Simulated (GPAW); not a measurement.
## Mn2CuN2: optical spectrum from first principles

Aim: the dielectric function of Mn2CuN2, and the optical constants that follow from it.

Main program and level: GPAW 26.7.0; DFT, revPBE, plane-wave PAW (GPAW data sets), scalar-relativistic, RPA, optical limit.

**1. Set-up**

Symmetry: C2/m, No. 12, monoclinic system. The conventional cell has a = 5.596 Å, b = 3.216 Å, c = 6.371 Å, α = 90.00°, β = 107.16°, γ = 90.00°. Nearest to Cu lie 2 N at 1.90 Å. Nearest to Mn lie 4 N at 1.88 to 2.00 Å. N has 4 Mn at 1.88 to 2.00 Å and 1 Cu at 1.90 Å nearest. Farther neighbours and most contacts between anions are not listed.

**2. Ground state**

The self-consistent density comes first; it also tells whether there is a gap, which decides the occupations and the need for a Drude term.

This step: DFT, revPBE, plane-wave PAW (GPAW data sets), scalar-relativistic, ground state (GPAW 26.7.0).

Contents of gs.py:

```python
from ase import Atoms
from ase.dft.bandgap import bandgap
from gpaw import GPAW, PW, FermiDirac

atoms = Atoms(['Cu', 'Mn', 'Mn', 'N', 'N'],
              cell=[[2.79807484, -1.60775169, 0.00000000],
                    [2.79807484, 1.60775169, 0.00000000],
                    [-1.88035678, 0.00000000, 6.08763687]],
              scaled_positions=[[0.50000000, 0.50000000, 0.50000000],
                                [0.28644050, 0.28644050, 0.85960900],
                                [0.71355950, 0.71355950, 0.14039100],
                                [0.39693750, 0.39693750, 0.18773800],
                                [0.60306250, 0.60306250, 0.81226200]],
              pbc=[True, True, True])
atoms.set_initial_magnetic_moments([0.6, 4.0, 4.0, 0.0, 0.0])
atoms.calc = GPAW(mode=PW(500), xc='revPBE', kpts={'size': (8, 8, 4), 'gamma': True},
                  occupations=FermiDirac(0.05), maxiter=150, txt='gs.txt')
print('energy (eV)', atoms.get_potential_energy())
print('Fermi level (eV)', atoms.calc.get_fermi_level())
print('valence electrons', atoms.calc.get_number_of_electrons())
print('gap (eV)', bandgap(atoms.calc, output=None)[0])
print('direct gap (eV)', bandgap(atoms.calc, direct=True, output=None)[0])
print('moments', atoms.get_magnetic_moments().round(3).tolist())
atoms.calc.write('gs.gpw')
```

The run is started by

```sh
OMP_NUM_THREADS=1 python gs.py
```

Numbers of over 12 decimals in the logs are rounded to 6 here.

Log:

```text
__  _  _
 | _ |_)|_||  |
 |__||  | ||/\| - 26.7.0

Versions:
  Python: 3.12.14
  ASE:    3.29.0
  Numpy:  2.5.5
  Scipy:  1.18.1
  Libxc:  7.0.0

Input parameters:
  mode=PW(ecut=500.0),
  kpts=MonkhorstPack(size=(8, 8, 4), gamma=True),
  maxiter=150,
  occupations=Occupations(name='fermi-dirac', width=0.05, fixmagmom=False),
  xc=XC(name='revPBE')

Diagonalizing LCAO Hamiltonian
Converting LCAO to pw mode

       Mn
           N

           Cu

            N
                Mn

Atoms  # Å, Bohr magnetons
|   | symbol |         x |         y |        z |    initial magnetic moments |
| 0 |     Cu |  1.857896 |  0.000000 | 3.043818 | ( 0.0000,  0.0000,  0.6000) |
| 1 |     Mn | -0.013408 |  0.000000 | 5.232987 | ( 0.0000,  0.0000,  4.0000) |
| 2 |     Mn |  3.729201 | -0.000000 | 0.854649 | ( 0.0000,  0.0000,  4.0000) |
| 3 |      N |  1.868307 | -0.000000 | 1.142881 | ( 0.0000,  0.0000,  0.0000) |
| 4 |      N |  1.847486 |  0.000000 | 4.944756 | ( 0.0000,  0.0000,  0.0000) |

Unit cell  # Å
| periodic |         x |         y |        z |  lengths |     angles |
|      yes |  2.798075 | -1.607752 | 0.000000 | 3.227087 | 104.826294 |
|      yes |  2.798075 |  1.607752 | 0.000000 | 3.227087 | 104.826294 |
|      yes | -1.880357 |  0.000000 | 6.087637 | 6.371426 |  59.762669 |

Number of symmetries: 4
Symmetry operations  # r_c * U_cc + t_c -> r_c
|   | kind |            matrix            |
| 0 |  E   |  1, 0, 0,  0, 1, 0,  0, 0, 1 |
| 1 |  σ   |  0, 1, 0,  1, 0, 0,  0, 0, 1 |
| 2 |  C2  |  0,-1, 0, -1, 0, 0,  0, 0,-1 |
| 3 |  i   | -1, 0, 0,  0,-1, 0,  0, 0,-1 |

BZ-sampling:
  Number of BZ points: 256
  Number of IBZ points: 78

  Monkhorst-Pack size: [8, 8, 4]
  Monkhorst-Pack shift: [0.0625, 0.0625, 0.125]

K-points  # in reciprocal-cell coordinates
|     |                                coordinates |     weight |
|   0 | (  0.00000000,   0.00000000,   0.00000000) | 0.00390625 |
|   1 | (  0.00000000,   0.00000000,   0.25000000) | 0.00781250 |
|   2 | (  0.00000000,   0.00000000,   0.50000000) | 0.00390625 |
|   3 | (  0.12500000,  -0.12500000,   0.00000000) | 0.00781250 |
|   4 | (  0.12500000,  -0.12500000,   0.25000000) | 0.01562500 |
|   5 | (  0.12500000,  -0.12500000,   0.50000000) | 0.00781250 |
|   6 | (  0.12500000,   0.00000000,  -0.25000000) | 0.01562500 |
|   7 | (  0.12500000,   0.00000000,   0.00000000) | 0.01562500 |
|   8 | (  0.12500000,   0.00000000,   0.25000000) | 0.01562500 |
|   9 | (  0.12500000,   0.00000000,   0.50000000) | 0.01562500 |
| ... |                                            |            |
|  77 | (  0.50000000,   0.50000000,   0.50000000) | 0.00390625 |

Plane wave coefficients: 1410
Cutoff: 500.0 eV

Spin-components: 2 (collinear spins)
Bands:           40
Projectors:      28
Spin-degeneracy: 1
Datatype:        complex128

Parallelization:
  kpt:    1
  domain: 1
  band:   1

Density:
  Valence electrons: 51.0
  Components: 2
  Grid points: [18 18 35]
  Charge: 0.0  # |e|

Potential:
  Grid points: [18 18 35]

species:
  Cu:
    name:    Copper
    id:
    Z:       29.0
    valence: 11
    core:    18
    charge:  0.0  # [|e|]
    compensation charges:
      type: gauss
      rc: 0.33  # [Å]
      lmax: 2
    cutoffs:
      filter: 2.06  # [Å]
      core: 2.43  # [Å]
    projectors
    | kind |    occ | energy [eV] | rcut [Å] |
    |   4s |  1.000 |      -4.507 |    1.164 |
    |   4p |  0.000 |      -0.684 |    1.164 |
    |   3d | 10.000 |      -4.958 |    1.058 |
    |    s |        |      22.704 |    1.164 |
    |    p |        |      26.527 |    1.164 |
    |    d |        |      22.253 |    1.058 |

    Using partial waves for Cu as LCAO basis

  Mn:
    name:    Manganese
    id:
    Z:       25.0
    valence: 15
    core:    10
    charge:  0.0  # [|e|]
    compensation charges:
      type: gauss
      rc: 0.38  # [Å]
      lmax: 2
    cutoffs:
      filter: 2.14  # [Å]
      core: 0.86  # [Å]
    projectors
    | kind |    occ | energy [eV] | rcut [Å] |
    |   3s |  2.000 |     -85.913 |    1.275 |
    |   4s |  2.000 |      -5.050 |    1.275 |
    |   3p |  6.000 |     -54.598 |    1.281 |
    |   4p |  0.000 |      -1.347 |    1.281 |
    |   3d |  5.000 |      -6.716 |    1.138 |
    |    d |        |      20.495 |    1.138 |

    Using partial waves for Mn as LCAO basis

  N:
    name:    Nitrogen
    id:
    Z:       7.0
    valence: 5
    core:    2
    charge:  0.0  # [|e|]
    compensation charges:
      type: gauss
      rc: 0.18  # [Å]
      lmax: 2
    cutoffs:
      filter: 1.11  # [Å]
      core: 0.96  # [Å]
    projectors
    | kind |    occ | energy [eV] | rcut [Å] |
    |   2s |  2.000 |     -18.619 |    0.603 |
    |   2p |  3.000 |      -7.035 |    0.529 |
    |    s |        |       8.592 |    0.603 |
    |    p |        |      20.177 |    0.529 |
    |    d |        |       0.000 |    0.577 |

    Using partial waves for N as LCAO basis

Reference energy: -111027.489414  # eV

eigensolver:
  PPCG
  Converge bands: occupied
  niter=2

density mixing:
  MSR1-Mixer
  Pratt-step length: 0.05
  Maximum mixing coefficient: 0.75
  Old densities: 10
  SVD Regularization: 0.005
  Good broyden scale: 1.0
  Trust region scale: 1.0
  Backstep threshold: 4.0
  History deletion threshold: 6.0
  Fourier metric: weight=20.0, sigma=0.015

occupation numbers:
  Fermi-Dirac:
    width: 0.0500  # eV

poisson solver:
  ecut: 4000.0  # eV

xc functional:
  name: revPBE with 2 nearest neighbor stencil

convergence criteria:
- Maximum [total energy] change in last 3 cyles: 0.0005 eV / valence electron
- Maximum integral of absolute [dens]ity change: 0.0001 electrons / valence electron
- Maximum integral of absolute [eigenst]ate change: 4e-08 eV^2 / valence electron
maximum number of iterations: 150

SCF iterations
|iter     |      energy | eigst |  dens |  magmom |
|iter:   1||  -46.344044 | +0.37 |       |  +8.6011|
|iter:   2||  -38.589039 | -0.64 | -0.53 |  +8.4321|
|iter:   3||  -37.155448 | -2.25 | -0.82 |  +8.3113|
|iter:   4||  -35.886595 | -1.59 | -0.89 |  +7.8656|
|iter:   5||  -36.051284 | -2.21 | -1.05 |  +7.4050|
|iter:   6||  -36.081090 | -2.40 | -1.08 |  +6.6246|
|iter:   7||  -36.400349 | -2.67 | -1.23 |  +5.5546|
|iter:   8||  -36.620765 | -2.50 | -1.40 |  +4.3160|
|iter:   9||  -36.715890 | -2.52 | -1.61 |  +3.1325|
|iter:  10||  -36.714272 | -3.13 | -1.82 |  +3.0958|
|iter:  11||  -36.719698c| -3.74 | -2.18 |  +3.0480|
|iter:  12||  -36.720360c| -4.60 | -2.74 |  +3.0220|
|iter:  13||  -36.720560c| -5.23 | -3.04 |  +3.0232|
|iter:  14||  -36.720605c| -5.28 | -3.24 |  +3.0217|
|iter:  15||  -36.720613c| -6.32 | -3.72 |  +3.0193|
|iter:  16||  -36.720599c| -6.98 | -3.93 |  +3.0171|
|iter:  17||  -36.720579c| -7.01 | -4.17c|  +3.0128|
|iter:  18||  -36.720580c| -7.83c| -4.81c|  +3.0129|

Converged in 18 steps
SCF loop duration: 293.253 s (16.292 s/step)
Energy contributions relative to reference atoms: (reference = -111027.489414)

Energy contributions:
  Kinetic:           6.490207
  Coulomb:          -9.048452
  Zero:              0.328842
  External:          0.000000
  Xc:              -34.478911
  Entropy:          -0.024530
  Spinorbit:         0.000000
  ----------------------------
  Free energy:     -36.732845
  Extrapolated:    -36.720580

dipole moment: (-0.000000, -0.000000, -0.000000)  # |e|*Ang

Total magnetic moment: (0.000000, 0.000000, 3.012912)

Local magnetic moments
|        x |        y |         z |
| 0.000000 | 0.000000 |  0.031511 |  # Cu   0
| 0.000000 | 0.000000 |  1.500747 |  # Mn   1
| 0.000000 | 0.000000 |  1.500747 |  # Mn   2
| 0.000000 | 0.000000 | -0.038786 |  # N    3
| 0.000000 | 0.000000 | -0.038786 |  # N    4

Fermi level: 8.475
Eigenvalues  # (at kpt = [0.000, 0.000, 0.000])
| band index |      eig [eV] | occ [0-1] |      eig [eV] | occ [0-1] |
|          0 |       -72.162 |     1.000 |       -70.479 |     1.000 |
|        ... |               |           |               |           |
|         17 |         5.155 |     1.000 |         5.421 |     1.000 |
|         18 |         5.161 |     1.000 |         5.431 |     1.000 |
|         19 |         5.537 |     1.000 |         5.635 |     1.000 |
|         20 |         5.542 |     1.000 |         5.635 |     1.000 |
|         21 |         6.571 |     1.000 |         7.681 |     1.000 |
|         22 |         6.588 |     1.000 |         7.702 |     1.000 |
|         23 |         6.886 |     1.000 |         7.846 |     1.000 |
|         24 |         7.697 |     1.000 |         9.355 |     0.000 |
|         25 |         7.704 |     1.000 |         9.361 |     0.000 |
|         26 |         9.876 |     0.000 |        10.146 |     0.000 |
|         27 |        10.706 |     0.000 |        11.705 |     0.000 |
|         28 |        11.311 |     0.000 |        12.221 |     0.000 |
|         29 |        11.324 |     0.000 |        12.249 |     0.000 |
|         30 |        11.343 |     0.000 |        12.488 |     0.000 |
|         31 |        11.357 |     0.000 |        12.502 |     0.000 |
|         32 |        13.736 |     0.000 |        14.102 |     0.000 |
|        ... |               |           |               |           |
|         39 |        21.533 |     0.000 |        21.954 |     0.000 |

No gap
No difference between direct/indirect transitions

--- standard output ---
energy (eV) -36.720580
Fermi level (eV) 8.474693
valence electrons 51.0
gap (eV) 0.0
direct gap (eV) 0.0
moments [0.032, 1.501, 1.501, -0.039, -0.039]
```

Run time: 5.1 min. Hardware: 1 thread of Arm Neoverse V2, shared host; peak memory 0.33 GiB.

This step gave:

```
energy       : -36.72 eV
Fermi energy : 8.475 eV
electrons    : 51
site moments : 0.032, 1.501, 1.501, -0.039, -0.039 μB
```

There are states at the Fermi level within the smearing, so the occupations stay smeared and the carriers get a Drude term.

**3. Bands for the response**

At the fixed density, many empty bands are solved on the mesh of the response, since the spectrum sums over them.

This step: DFT, revPBE, plane-wave PAW (GPAW data sets), scalar-relativistic, bands at fixed density (GPAW 26.7.0).

Contents of nscf.py:

```python
from ase.dft.bandgap import bandgap
from gpaw import GPAW, FermiDirac

calc = GPAW('gs.gpw').fixed_density(kpts={'size': (12, 12, 6), 'gamma': True}, nbands=61, convergence={'bands': 55},
                                    occupations=FermiDirac(0.05), txt='nscf.txt')
print('gap (eV)', bandgap(calc, output=None)[0])
print('direct gap (eV)', bandgap(calc, direct=True, output=None)[0])
calc.write('full.gpw', mode='all')
```

The run is started by

```sh
OMP_NUM_THREADS=1 python nscf.py
```

Log:

```text
Diagonalizing LCAO Hamiltonian
Converting LCAO to pw mode
convergence criteria:
- Maximum integral of absolute [eigenst]ate change: 4e-08 eV^2 / valence electron
maximum number of iterations: 150

SCF iterations
|iter     |      energy | eigst |  dens |  magmom |
|iter:   1||             | +2.63 |       |  +3.0129|
|iter:   2||             | +1.43 |       |  +3.0129|
|iter:   3||             | +0.07 |       |  +3.0129|
|iter:   4||             | -1.14 |       |  +3.0129|
|iter:   5||             | -2.22 |       |  +3.0129|
|iter:   6||             | -3.23 |       |  +3.0129|
|iter:   7||             | -4.32 |       |  +3.0129|
|iter:   8||             | -5.37 |       |  +3.0129|
|iter:   9||             | -6.47 |       |  +3.0129|
|iter:  10||             | -7.35 |       |  +3.0129|
|iter:  11||             | -7.91c|       |  +3.0129|
SCF steps: 11
  __  _  _
 | _ |_)|_||  |
 |__||  | ||/\| - 26.7.0

Versions:
  Python: 3.12.14
  ASE:    3.29.0
  Numpy:  2.5.5
  Scipy:  1.18.1
  Libxc:  7.0.0

Input parameters:
  mode=PW(ecut=500.0),
  convergence={'bands': 55},
  gpts=array([18, 18, 35]),
  kpts=MonkhorstPack(size=(12, 12, 6), gamma=True),
  maxiter=150,
  nbands=61,
  occupations=Occupations(name='fermi-dirac', width=0.05, fixmagmom=False),
  parallel={},
  xc=XC(name='revPBE')

--- standard output ---
gap (eV) 0.0
direct gap (eV) 0.0
```

Elapsed: 15 min, on 1 thread; peak memory 0.98 GiB.

[end of part 1 of 2]

[Machine, clock and banner lines and Python warnings are left out of the logs.]

[Logs are printed without paths, hosts, clocks, repeated set-up lines and the standing remarks that a program may print on its own settings, such as how far it seeks lower states.]

[Hosts, paths, dates, database ids (printed as entryN), source tags and the programs' standing remarks are cut or masked in the printed files.]
